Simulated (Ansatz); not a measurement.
## Convergence of a linear-scaling basis for glassy 56SiO2-24Al2O3-8MgO-8ZnO-4BeO (mol %) (82 atoms)

Wanted: errors and times of a linear-scaling basis for glassy 56SiO2-24Al2O3-8MgO-8ZnO-4BeO (mol %) (82 atoms). A setting counts as converged where the r.m.s. difference of forces stays under 1 % of the r.m.s. force.

Main program and level: Ansatz 0.2.0; Kohn-Sham DFT, PBE, PAW (set soft_2), plane waves.

## Step 1: The system as given

The cell holds 82 atoms: 14 Si, 12 Al, 2 Mg, 2 Zn, 1 Be and 51 O. Its edges and angles: a = 10.085 Å, b = 10.085 Å, c = 10.085 Å, α = 90.0°, β = 90.0°, γ = 90.0°. 82 atoms (14 Si, 12 Al, 2 Mg, 2 Zn, 1 Be, 51 O) placed at random at 2.66 g/cm³, melted at 4000 K for 10 ps at fixed volume with the Morse and Coulomb pair potential with partial charges (Pedone, Malavasi, Menziani, Cormack and Segre, J. Phys. Chem. B 110, 11780 (2006)). Quenched from 2000 K to 300 K at 500 K/ps and fixed volume, held 10 ps at zero pressure.

Limits known from the start: The quench rate of 500 K/ps is orders of magnitude faster than experiment, which tends to freeze in extra defects. The network of bonds at the start is that of the classical potential that made the cell, and needn't be the one that DFT or experiment would give. The Brillouin zone is sampled at Γ only, in a cell whose shortest periodic width is 10 Å.

## Step 2: Plane-wave single point

The first run fixes the reference, at a cutoff of 420 eV.

input.yaml reads:

```yaml
crystal:
  lattice:
    - [10.08547, 0.0, 0.0]
    - [0.0, 10.08547, 0.0]
    - [0.0, 0.0, 10.08547]
  atoms:
    - { symbol: Si, position: [0.69302, 0.27399, 0.19168] }
    - { symbol: Si, position: [0.43489, 0.186, 0.48032] }
    - { symbol: Si, position: [0.37899, 0.58495, 0.21326] }
    - { symbol: Si, position: [0.93547, 0.79, 0.02949] }
    - { symbol: Si, position: [0.11112, 0.97267, 0.37667] }
    - { symbol: Si, position: [0.23747, 0.74613, 0.97577] }
    - { symbol: Si, position: [0.89099, 0.55824, 0.23808] }
    - { symbol: Si, position: [0.31449, 0.99772, 0.80236] }
    - { symbol: Si, position: [0.6686, 0.43394, 0.92441] }
    - { symbol: Si, position: [0.19008, 0.52018, 0.77339] }
    - { symbol: Si, position: [0.70749, 0.6785, 0.57322] }
    - { symbol: Si, position: [0.67467, 0.73791, 0.87285] }
    - { symbol: Si, position: [0.66523, 0.98022, 0.50975] }
    - { symbol: Si, position: [0.30232, 0.61315, 0.51618] }
    - { symbol: Al, position: [0.90981, 0.40102, 0.6931] }
    - { symbol: Al, position: [0.96621, 0.37373, 0.3964] }
    - { symbol: Al, position: [0.60691, 0.03484, 0.8112] }
    - { symbol: Al, position: [0.23928, 0.36696, 0.34364] }
    - { symbol: Al, position: [0.64095, 0.75076, 0.30552] }
    - { symbol: Al, position: [0.36954, 0.8846, 0.50385] }
    - { symbol: Al, position: [0.68, 0.38084, 0.49069] }
    - { symbol: Al, position: [0.83739, 0.99312, 0.26373] }
    - { symbol: Al, position: [0.11416, 0.23675, 0.85914] }
    - { symbol: Al, position: [0.00382, 0.70785, 0.46495] }
    - { symbol: Al, position: [0.13653, 0.19382, 0.59368] }
    - { symbol: Al, position: [0.12769, 0.19132, 0.14427] }
    - { symbol: Mg, position: [0.62473, 0.00389, 0.06926] }
    - { symbol: Mg, position: [0.42567, 0.29526, 0.72561] }
    - { symbol: Zn, position: [0.87196, 0.12046, 0.00512] }
    - { symbol: Zn, position: [0.38092, 0.32508, 0.99055] }
    - { symbol: Be, position: [0.41003, 0.18508, 0.19359] }
    - { symbol: O, position: [0.53919, 0.36339, 0.88051] }
    - { symbol: O, position: [0.60009, 0.8716, 0.91169] }
    - { symbol: O, position: [0.76924, 0.04039, 0.41629] }
    - { symbol: O, position: [0.19905, 0.10297, 0.80132] }
    - { symbol: O, position: [0.80069, 0.15231, 0.17882] }
    - { symbol: O, position: [0.36438, 0.23348, 0.3424] }
    - { symbol: O, position: [0.55376, 0.17121, 0.1593] }
    - { symbol: O, position: [0.03059, 0.26098, 0.71221] }
    - { symbol: O, position: [0.30824, 0.19924, 0.57613] }
    - { symbol: O, position: [0.03632, 0.50949, 0.73876] }
    - { symbol: O, position: [0.40965, 0.72067, 0.50756] }
    - { symbol: O, position: [0.30626, 0.5284, 0.37192] }
    - { symbol: O, position: [0.44499, 0.08459, 0.81183] }
    - { symbol: O, position: [0.65928, 0.81987, 0.47802] }
    - { symbol: O, position: [0.77845, 0.65275, 0.30369] }
    - { symbol: O, position: [0.65235, 0.33619, 0.32867] }
    - { symbol: O, position: [0.51163, 0.65532, 0.25033] }
    - { symbol: O, position: [0.29217, 0.51106, 0.64399] }
    - { symbol: O, position: [0.90455, 0.92082, 0.11514] }
    - { symbol: O, position: [0.82824, 0.77426, 0.9128] }
    - { symbol: O, position: [0.70839, 0.11262, 0.91411] }
    - { symbol: O, position: [0.13903, 0.34443, 0.21773] }
    - { symbol: O, position: [0.30498, 0.87997, 0.91165] }
    - { symbol: O, position: [0.77962, 0.41956, 0.80502] }
    - { symbol: O, position: [0.49753, 0.03422, 0.47374] }
    - { symbol: O, position: [0.0425, 0.19454, 0.00121] }
    - { symbol: O, position: [0.00594, 0.55781, 0.35767] }
    - { symbol: O, position: [0.85833, 0.36232, 0.52779] }
    - { symbol: O, position: [0.87062, 0.40096, 0.25322] }
    - { symbol: O, position: [0.39492, 0.45178, 0.14168] }
    - { symbol: O, position: [0.70285, 0.36074, 0.06352] }
    - { symbol: O, position: [0.66532, 0.7107, 0.72244] }
    - { symbol: O, position: [0.29905, 0.16833, 0.09651] }
    - { symbol: O, position: [0.25938, 0.92019, 0.37816] }
    - { symbol: O, position: [0.92224, 0.63624, 0.10487] }
    - { symbol: O, position: [0.08777, 0.78965, 0.00411] }
    - { symbol: O, position: [0.29317, 0.69642, 0.11991] }
    - { symbol: O, position: [0.08084, 0.07319, 0.2609] }
    - { symbol: O, position: [0.54854, 0.27332, 0.56133] }
    - { symbol: O, position: [0.16302, 0.68935, 0.52834] }
    - { symbol: O, position: [0.32812, 0.91991, 0.6637] }
    - { symbol: O, position: [0.64784, 0.59528, 0.94016] }
    - { symbol: O, position: [0.23425, 0.63306, 0.86441] }
    - { symbol: O, position: [0.68086, 0.01291, 0.66324] }
    - { symbol: O, position: [0.64981, 0.53871, 0.53094] }
    - { symbol: O, position: [0.0938, 0.04651, 0.51126] }
    - { symbol: O, position: [0.11734, 0.32789, 0.45872] }
    - { symbol: O, position: [0.23501, 0.3672, 0.85298] }
    - { symbol: O, position: [0.99843, 0.84775, 0.37681] }
    - { symbol: O, position: [0.86222, 0.66439, 0.57356] }
    - { symbol: O, position: [0.6804, 0.89294, 0.23034] }
kpoints:
  mp_grid: { grid: [1, 1, 1] }
hamiltonian:
  xc: pbe
scf:
  occupations: { method: fixed }
output:
  forces: true
  stress: true
  populations: true
  dos:
    method: { smearing: { sigma: 0.1 } }
    de: 0.1
    projected: { site_lists: { Al: [Al], Be: [Be], Mg: [Mg], O: [O], Si: [Si] } }
  eigenvalues: true
  write_density: true
  write_potential: true
  volumetric_format: npy
  elf: true
```

Run with:

```sh
> ansatz run input.yaml --threads 4 --pin off --max-ram 8192MiB --backend cpu --events-out ev --progress --plain --runs-dir out
```

The log of the run:

```text
Engine: ansatz 0.2.0, aarch64-unknown-linux-gnu
Pseudopotentials: kind: paw
Pseudopotential: Si, paw, valence charge 4, recommended cutoff 420 eV (normal), Si.paw.azcp
Pseudopotential: Al, paw, valence charge 3, recommended cutoff 420 eV (normal), Al.paw.azcp
Pseudopotential: Mg, paw, valence charge 10, recommended cutoff 420 eV (normal), Mg.paw.azcp
Pseudopotential: Zn, paw, valence charge 12, recommended cutoff 420 eV (normal), Zn.paw.azcp
Pseudopotential: Be, paw, valence charge 2, recommended cutoff 420 eV (normal), Be.paw.azcp
Pseudopotential: O, paw, valence charge 6, recommended cutoff 420 eV (normal), O.paw.azcp
Functional definition: PBE
  parameter kappa = 0.804
  parameter beta = 0.066725
  exchange = pbe_x(kappa = kappa, mu = beta*pi^2/3)
  correlation = pbe_c(beta = beta)
Crystal: 82 atoms, lattice volume = 1025.861 Å³
Basis set: ecut = 420 eV, 20005 PW (Γ), exchange–correlation on 144×144×144 points (8 copies of the dense FFT grid, shifted against one another)
Bands: 304, of which v1, the nominal top of the filled ones, is band 222 counted from 1 (221 counted from 0)
Symmetry: 1 space group operations
Space group: P1 (ITA 1), of the structure as read, at distance tolerance 1.0e-4 Å
k-points: 1
Non-local potential: Si, projectors of the file, l = 0: 2, l = 1: 2, l = 2: 2
Non-local potential: Al, projectors of the file, l = 0: 2, l = 1: 2, l = 2: 1
Non-local potential: Mg, projectors of the file, l = 0: 3, l = 1: 2, l = 2: 1
Non-local potential: Zn, projectors of the file, l = 0: 2, l = 1: 2, l = 2: 3, l = 3: 1
Non-local potential: Be, projectors of the file, l = 0: 2, l = 1: 2, l = 2: 1
Non-local potential: O, projectors of the file, l = 0: 2, l = 1: 2, l = 2: 1
PAW form: soft (Blöchl's): semilocal exchange-correlation on the pseudo side does not see the compensation charge
PAW one-centre angular grid: Si, 110 points (default); XC on 64 Gauss nodes
PAW one-centre angular grid: Al, 110 points (default); XC on 64 Gauss nodes
PAW one-centre angular grid: Mg, 110 points (default); XC on 64 Gauss nodes
PAW one-centre angular grid: Zn, 590 points (default); XC on 64 Gauss nodes
PAW one-centre angular grid: Be, 110 points (default); XC on 64 Gauss nodes
PAW one-centre angular grid: O, 110 points (default); XC on 64 Gauss nodes
Initial density: superposition of atomic densities (neutral atoms: chi_scale 0, normalization atom), corrected by the library's trained network
Initial wavefunctions: pseudopotential atomic-orbital guess
Functional: x = pbe(κ = 0.804, μ = 0.219515), c = pbe(β = 0.066725)
SCF iter   1: F=—  HF=-54953.803466 eV  |F-HF|=—  |Δ(HF+E_count)|=         —  Δρ=2.51e-3  dr2=1.09e-1  ethr=1.77e-3  ⟨swp⟩=5.0  Hψ=1099  notcnv=0  defer=79
preconditioner: auto → Resta (q_TF=auto, 2.373 Å⁻¹)  ε∞=3.3  [insulator: Δε(μ)=3.444 eV  Ē_g=15.720 eV  n_scr=250 (ndim 8)  ℏωp=24.0 eV  f_vac=0.129  ε∞_Penn≈3.3]
SCF iter   2: F=—  HF=-54953.790014 eV  |F-HF|=—  |Δ(HF+E_count)|=   1.35e-2  Δρ=1.41e-3  dr2=3.04e-2  ethr=2.45e-5  ⟨swp⟩=2.0  Hψ=515  notcnv=0  defer=80
SCF iter   3: F=—  HF=-54953.787356 eV  |F-HF|=—  |Δ(HF+E_count)|=   2.66e-3  Δρ=6.97e-4  dr2=8.28e-3  ethr=6.86e-6  ⟨swp⟩=2.0  Hψ=398  notcnv=0  defer=80
SCF iter   4: F=—  HF=-54953.785617 eV  |F-HF|=—  |Δ(HF+E_count)|=   1.74e-3  Δρ=2.32e-4  dr2=7.85e-4  ethr=1.86e-6  ⟨swp⟩=2.0  Hψ=399  notcnv=0  defer=80
SCF iter   5: F=—  HF=-54953.785551 eV  |F-HF|=—  |Δ(HF+E_count)|=   6.57e-5  Δρ=1.53e-4  dr2=2.19e-4  ethr=1.77e-7  ⟨swp⟩=2.0  Hψ=442  notcnv=0  defer=80
SCF iter   6: F=—  HF=-54953.785489 eV  |F-HF|=—  |Δ(HF+E_count)|=   6.21e-5  Δρ=5.75e-5  dr2=3.26e-5  ethr=4.94e-8  ⟨swp⟩=2.0  Hψ=403  notcnv=0  defer=76
SCF iter   7: F=—  HF=-54953.786490 eV  |F-HF|=—  |Δ(HF+E_count)|=   1.00e-3  Δρ=2.32e-5  dr2=5.58e-6  ethr=7.33e-9  ⟨swp⟩=2.0  Hψ=505  notcnv=0  defer=76
SCF iter   8: F=—  HF=-54953.786491 eV  |F-HF|=—  |Δ(HF+E_count)|=   1.38e-6  Δρ=1.05e-5  dr2=1.19e-6  ethr=1.26e-9  ⟨swp⟩=2.0  Hψ=404  notcnv=0  defer=76
SCF iter   9: F=—  HF=-54953.786492 eV  |F-HF|=—  |Δ(HF+E_count)|=   5.35e-7  Δρ=3.66e-6  dr2=1.33e-7  ethr=2.67e-10  ⟨swp⟩=2.0  Hψ=399  notcnv=0  defer=76
SCF iter  10: F=-54953.786492 eV  HF=-54953.786492 eV  |F-HF|=4.21e-9  |Δ(HF+E_count)|=   3.74e-8  Δρ=1.76e-6  dr2=2.77e-8  ethr=2.25e-11  ⟨swp⟩=20.0  Hψ=2940  notcnv=0
SCF 1 converged in 10 iterations: F = -54953.786492 eV  dr2 = 2.77e-8
  greatest PAW one-centre occupation: 1.000 electrons in one spin orbital (limit 2), on the Mg atom at site 26 (counted from 0), in its partial waves of l = 0
WARN: The input density's exchange-correlation potential varies sharply where the density is thin. Do not read a vacuum level from v_tot or v_xc, or from such a field of the output density. On a cell that repeats whose density bears no net charge and no dipole along the vacuum's axis use v_es (v_loc + v_h of the components); [...]
SCF converged after 10 iterations
Free energy (F): -54953.786492 eV
Harris-Foulkes:  -54953.786492 eV  (|F-HF|=4.21e-9)
Internal energy: -54953.786492 eV  (E = F + TS)
E sigma→0 (E₀):  -54953.786492 eV
Fermi energy:    3.932626 eV
--- Per-component energies (eV) ---
  E_band       = -2130.984594
  E_kinetic    = 10492.177623
  E_local      = -34887.173354  (includes V_loc(G=0)·N_el)
  E_nonlocal   = 4350.030600
  E_hartree    = 13404.150707
  E_xc         = -5412.909002
  E_vxc        = -6066.927195  (∫ρ·V_xc dr)
  E_paw        = -25211.995243  (= ΣΔE_a)
  E_vpaw       = -2827.522362  (= ΣTr[D̂ρ^β])
  E_aug_tail   = 0.129490  (compensation charges beyond the density's cutoff)
  E_ewald      = -17688.197312
  E_smearing   = -0.000000  (= −TS)
  E_closure    = -0.000000  (closes the sum)
  Σ components = -54953.786492   (vs F -54953.786492, Δ=0.00e0)
--- Forces (eV/Å), atoms counted from 1 ---
  atom   1  Si    -1.35634405    -1.53876000     0.56455316
  atom   2  Si     0.48118952     0.28168668    -0.00058718
  atom   3  Si    -0.53026336     2.06714720    -0.79991847
  atom   4  Si    -1.86278576    -2.84475331     1.59274589
  atom   5  Si    -0.11370559    -1.98138354     0.85540912
  atom   6  Si     0.11137766     1.50285391     1.07103909
  atom   7  Si    -0.56536022     2.02178893     0.92543788
  atom   8  Si    -0.48517708    -3.02044065    -1.34844103
  atom   9  Si     2.55101270     1.45503441    -0.51929842
  atom  10  Si    -0.92278882    -3.28220049    -1.43826972
  atom  11  Si     0.57139084     0.09249381     0.73077187
  atom  12  Si     1.96133366    -0.40239663     2.01737379
  atom  13  Si    -1.20520738     0.81100299     1.41487498
  atom  14  Si    -3.45182150    -0.07339283     0.46080336
[...]
atom  81  O      2.89894608     1.11260647    -0.87852688
  atom  82  O     -0.17098574     2.24854950    -1.61096685
  max |Σ_I F_I| component: 2.64e-5 eV/Å
--- Stress (GPa, compression-positive) ---
        7.812071       0.520001       0.405152
        0.520003       3.500377       2.783258
        0.405154       2.783259       9.247920
  P = ⅓ Tr σ = 6.8535 GPa (68.535 kbar)
--- Band table (eV) ---
  k-point 0: bands = ["-71.0496", "-69.7537", "-37.8375", "-37.8240", [... 288 levels ...], "14.2583", "14.2862", "14.3467", "14.3816", "14.4478", "14.4834", "14.5288", "14.5683", "14.6031", "14.7155", "14.7595", "14.8576"]
--- Löwdin populations: 82 sites ---
  site symbol       q [e]
     0     Si      2.2864
     1     Si      2.2909
     2     Si      2.2572
[...]
81      O      6.9870
  spilling = 0.011226 (of n_electrons = 444.000000)
```

It took 13 s on 4 threads of Arm Neoverse V2, shared host; peak memory 1.3 GiB.

The program notes that the exchange-correlation potential is rough where the density is thin.

The run gave:

| Quantity | Value |
| --- | --- |
| free energy | -54953.7865 eV |
| free energy per atom | -670.1681 eV/atom |
| SCF cycles | 10 |
| pressure | 6.853 GPa |
| r.m.s. force component | 1.244 eV/Å |
| longest force | 5.074 eV/Å |
| Fermi energy | 3.933 eV |
| gap (highest filled to lowest empty level) | 3.402 eV |
| spilling of the projection | 0.01123 |

The r.m.s. force component of 1.2 eV/Å and the pressure of 6.9 GPa set the scale for the differences below.

## Step 3: Support functions low

With localised support functions most steps grow linearly with size, though the diagonalisation grows faster unless the density matrix is cut; this run measures error and cost at this size.

This step: Kohn-Sham DFT, PBE, PAW (set soft_2), localised support functions (low) (Ansatz 0.2.0).

input.yaml, the sections that differ from step 2:

```yaml
scf:
  occupations: { method: fixed }
  eigensolver: { kind: { support_functions: { accuracy: low } } }
  max_iter: 150
output:
  forces: true
  eigenvalues: true
# crystal, kpoints, hamiltonian: as in step 2
```

The log of the run:

```text
Warning: scf.eigensolver.kind.support_functions: disabling space-group detection — the functions' gradient is summed over unrotated k-points, so no spatial operation reduces the k-mesh or symmetrises the density; time reversal is kept, so that k and −k are solved as one point where they differ and the mesh holds both, and exact exchange and, on two spinor components, a DFT+U term hold to it where the run has them: [...]
settings of this run that can trade accuracy for cost: scf.eigensolver.kind.support_functions; scf.eigensolver.kind.support_functions.accuracy: low [...]
[...]
Crystal: 82 atoms, lattice volume = 1025.861 Å³
Basis set: ecut = 420 eV, 20005 PW (Γ), exchange–correlation on 144×144×144 points (8 copies of the dense FFT grid, shifted against one another)
Bands: 267, of which v1, the nominal top of the filled ones, is band 222 counted from 1 (221 counted from 0)
Symmetry: 1 space group operations
k-points: 1
[...]
SCF iter   1: F=—  HF=-54950.475688 eV  |F-HF|=—  |Δ(HF+E_count)|=         —  Δρ=1.25e-1  dr2=1.58e2  ethr=1.00e-1
[...]
SCF iter  13: F=—  HF=-54954.171131 eV  |F-HF|=—  |Δ(HF+E_count)|=   1.84e-3  Δρ=4.70e-5  dr2=2.12e-5  ethr=1.78e-8  κ⁻¹=7.4e-5(r=7)
SCF iter  14: F=-54954.172624 eV  HF=-54954.172628 eV  |F-HF|=4.19e-6  |Δ(HF+E_count)|=   1.50e-3  Δρ=1.97e-5  dr2=3.83e-6  ethr=4.78e-9
SCF 1 converged in 14 iterations: F = -54954.191598 eV  dr2 = 3.83e-6
[...]
SCF converged after 14 iterations
Stability not checked: this state was not tested for a lower state beside it, because the mixer in use, unlike msr1, does not test its closes by its own steps (another_mixer; see scf.mixing.algorithm and scf.lower_state_search)
Free energy (F): -54954.191598 eV
[...]
Internal energy: -54954.191598 eV  (E = F + TS)
E sigma→0 (E₀):  -54954.191598 eV
Fermi energy:    3.932494 eV
[...]
Σ components = -54954.191598   (vs F -54954.191598, Δ=0.00e0)
--- Forces (eV/Å), atoms counted from 1 ---
  atom   1  Si    -1.35719721    -1.54001832     0.56402589
  atom   2  Si     0.48098382     0.28217968    -0.00066678
  atom   3  Si    -0.53086278     2.06589712    -0.79931576
  atom   4  Si    -1.86333634    -2.84401823     1.59350734
[...]
atom  82  O     -0.17014096     2.24933923    -1.61090875
  max |Σ_I F_I| component: 2.65e-3 eV/Å
--- Band table (eV) ---
[...]
```

The job ended after 86 s (4 threads; peak memory 2.9 GiB).

The program notes that the band table was not solved further than the SCF left it and it switched symmetry off.

Keys that differ from the reference: support_functions.accuracy = "low" and scf.max_iter = 150.

Forces differ from the reference by 0.80 meV/Å r.m.s., 0.064 % of their size, well within a tolerance of 1 %; the energy by -4.9 meV/atom. It took roughly 6.7 times the reference's time (one timing each, with unlike analyses asked), in 14 cycles against 10.

## Step 4: Support functions medium

With localised support functions most steps grow linearly with size, though the diagonalisation grows faster unless the density matrix is cut; this run measures error and cost at this size. Besides, the program derives a nominal cutoff of 464 eV for this run, against the reference's 420.

This step: Kohn-Sham DFT, PBE, PAW (set soft_2), localised support functions (medium) (Ansatz 0.2.0).

input.yaml, the sections that differ from step 3:

```yaml
scf:
  occupations: { method: fixed }
  eigensolver: { kind: { support_functions: { accuracy: medium } } }
  max_iter: 150
# crystal, kpoints, hamiltonian, output: as in step 3
```

The log of the run:

```text
[...]
Warning: basis.ecutwfc = 464 eV, auto-derived: no grid that the accuracy of the support functions lays serves the files at the lower one that their records recommend; a deck with other species or settings can derive another value
[...]
Crystal: 82 atoms, lattice volume = 1025.861 Å³
Basis set: ecut = 464 eV, 23127 PW (Γ), exchange–correlation on 150×150×150 points (8 copies of the dense FFT grid, shifted against one another)
Bands: 267, of which v1, the nominal top of the filled ones, is band 222 counted from 1 (221 counted from 0)
Symmetry: 1 space group operations
k-points: 1
[...]
SCF iter   1: F=—  HF=-54950.532606 eV  |F-HF|=—  |Δ(HF+E_count)|=         —  Δρ=1.25e-1  dr2=1.58e2  ethr=1.00e-1
[...]
SCF iter  16: F=—  HF=-54954.168264 eV  |F-HF|=—  |Δ(HF+E_count)|=   1.13e-3  Δρ=1.65e-5  dr2=1.58e-6  ethr=4.14e-10  κ⁻¹=1.3e-5(r=7)
SCF iter  17: F=-54954.169227 eV  HF=-54954.169227 eV  |F-HF|=4.34e-7  |Δ(HF+E_count)|=   9.63e-4  Δρ=5.88e-6  dr2=2.23e-7  ethr=3.56e-10
SCF 1 converged in 17 iterations: F = -54954.185959 eV  dr2 = 2.23e-7
[...]
SCF converged after 17 iterations
[...]
Free energy (F): -54954.185959 eV
[...]
Internal energy: -54954.185959 eV  (E = F + TS)
E sigma→0 (E₀):  -54954.185959 eV
Fermi energy:    3.932578 eV
[...]
Σ components = -54954.185959   (vs F -54954.185959, Δ=0.00e0)
--- Forces (eV/Å), atoms counted from 1 ---
  atom   1  Si    -1.35693133    -1.54021459     0.56420009
  atom   2  Si     0.48131019     0.28224804    -0.00022413
  atom   3  Si    -0.53135610     2.06638408    -0.79966253
  atom   4  Si    -1.86389011    -2.84484397     1.59362234
[...]
atom  82  O     -0.17044973     2.24941807    -1.61115266
  max |Σ_I F_I| component: 2.24e-3 eV/Å
--- Band table (eV) ---
[...]
```

It took 2.1 min on 4 threads; peak memory 3.4 GiB.

Keys that differ from the reference: support_functions.accuracy = "medium" and scf.max_iter = 150.

Forces differ from the reference by 0.81 meV/Å r.m.s., 0.065 % of their size, well within a tolerance of 1 %; the energy by -4.9 meV/atom. It took roughly 9.7 times the reference's time (one timing each, with unlike analyses asked), in 17 cycles against 10.

(Part 1 of 2 ends here.)

[Long decimals in the printed logs are rounded to 6 places.]

[Logs are printed without paths, hosts, clocks, repeated set-up lines and the standing remarks that a program may print on its own settings, such as how far it seeks lower states.]

[Hosts, paths, dates, database ids (printed as entryN), source tags and the programs' standing remarks are cut or masked in the printed files.]
